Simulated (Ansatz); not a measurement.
In doubt: one-shot GW on d or f shells is unsure, so the values of those runs are not to be relied on; masses and optical values from hybrid runs of this build are listed as unsure (in some of the runs), which bears on the screening that GW takes from such a start.

Two G0W0 runs on CsCu2I3 (Cmcm).

The structure is orthorhombic, space group Cmcm (No. 63). Conventional cell: a = 10.548 Å, b = 13.172 Å, c = 6.097 Å, α = 90.00°, β = 90.00°, γ = 90.00°. Nearest to Cs lie 10 I at 3.88 to 4.47 Å. Nearest to Cu lie 4 I at 2.60 to 2.70 Å. Nearest to I lie 4 Cu at 2.70 Å and 2 Cs at 4.09 Å. I has 2 Cu at 2.60 Å and 4 Cs at 3.88 to 4.47 Å nearest. Farther neighbours and most contacts between anions are not listed.

```yaml
crystal:
  lattice:
    - [5.27395, -6.58625, 0.00000]
    - [5.27395, 6.58625, 0.00000]
    - [0.00000, 0.00000, 6.09718]
  atoms:
    - { symbol: Cs, position: [0.32780, 0.67220, 0.25000] }
    - { symbol: Cs, position: [0.67220, 0.32780, 0.75000] }
    - { symbol: Cu, position: [0.85100, 0.85100, 0.00000] }
    - { symbol: Cu, position: [0.14900, 0.14900, 0.50000] }
    - { symbol: Cu, position: [0.14900, 0.14900, 0.00000] }
    - { symbol: Cu, position: [0.85100, 0.85100, 0.50000] }
    - { symbol: I, position: [0.87960, 0.12040, 0.25000] }
    - { symbol: I, position: [0.12040, 0.87960, 0.75000] }
    - { symbol: I, position: [0.83600, 0.59800, 0.25000] }
    - { symbol: I, position: [0.16400, 0.40200, 0.75000] }
    - { symbol: I, position: [0.59800, 0.83600, 0.75000] }
    - { symbol: I, position: [0.40200, 0.16400, 0.25000] }
```

The cell and positions come from the Crystallography Open Database and are kept as given unless a step says otherwise. Spin-orbit coupling is left out unless a run names it. PAW set soft_2, made with PBE.

The first (Ansatz 0.2.0; start r2SCAN, 2×2×2 mesh, 961 empty bands, screening to 100 eV; 1 × NVIDIA GB200 (shared by 2 runs) with 24 threads of Arm Neoverse V2, shared host) gave, on its mesh: starting gap 2.50 eV, G0W0 gap 3.35 eV, RPA ε∞ (mean) 3.88, 14 s.

The second gave: starting gap 3.36 eV, G0W0 gap 3.78 eV, RPA ε∞ (mean) 3.47, 74 s.

Question: What was changed in the input? Choose among start, files, mesh, bands and cutoff, frequency model or another key.

Changed: start from r2SCAN to HSE06. A jump of this size in the start, with ε∞ moving the other way, marks another functional. Other changes could give like numbers; this is the one that was made.

Limits: not at the basis limit; d shell near the gap, gap tends to lie low; no spin-orbit coupling; coarse k mesh.

[Paths, hosts, dates, memory and timing lines, banners, echoed tables and standing remarks are left out of the program output.]

[Logs are printed without paths, hosts, clocks, repeated set-up lines and the standing remarks that a program may print on its own settings, such as how far it seeks lower states.]

[Runs of the session that timed out or met a known fault of the program may be left out.]

[Cells called generated may have been cut or substituted from an entry of the Crystallography Open Database or the Materials Project.]

[Hosts, paths, dates, database ids (printed as entryN), source tags and the programs' standing remarks are cut or masked in the printed files.]
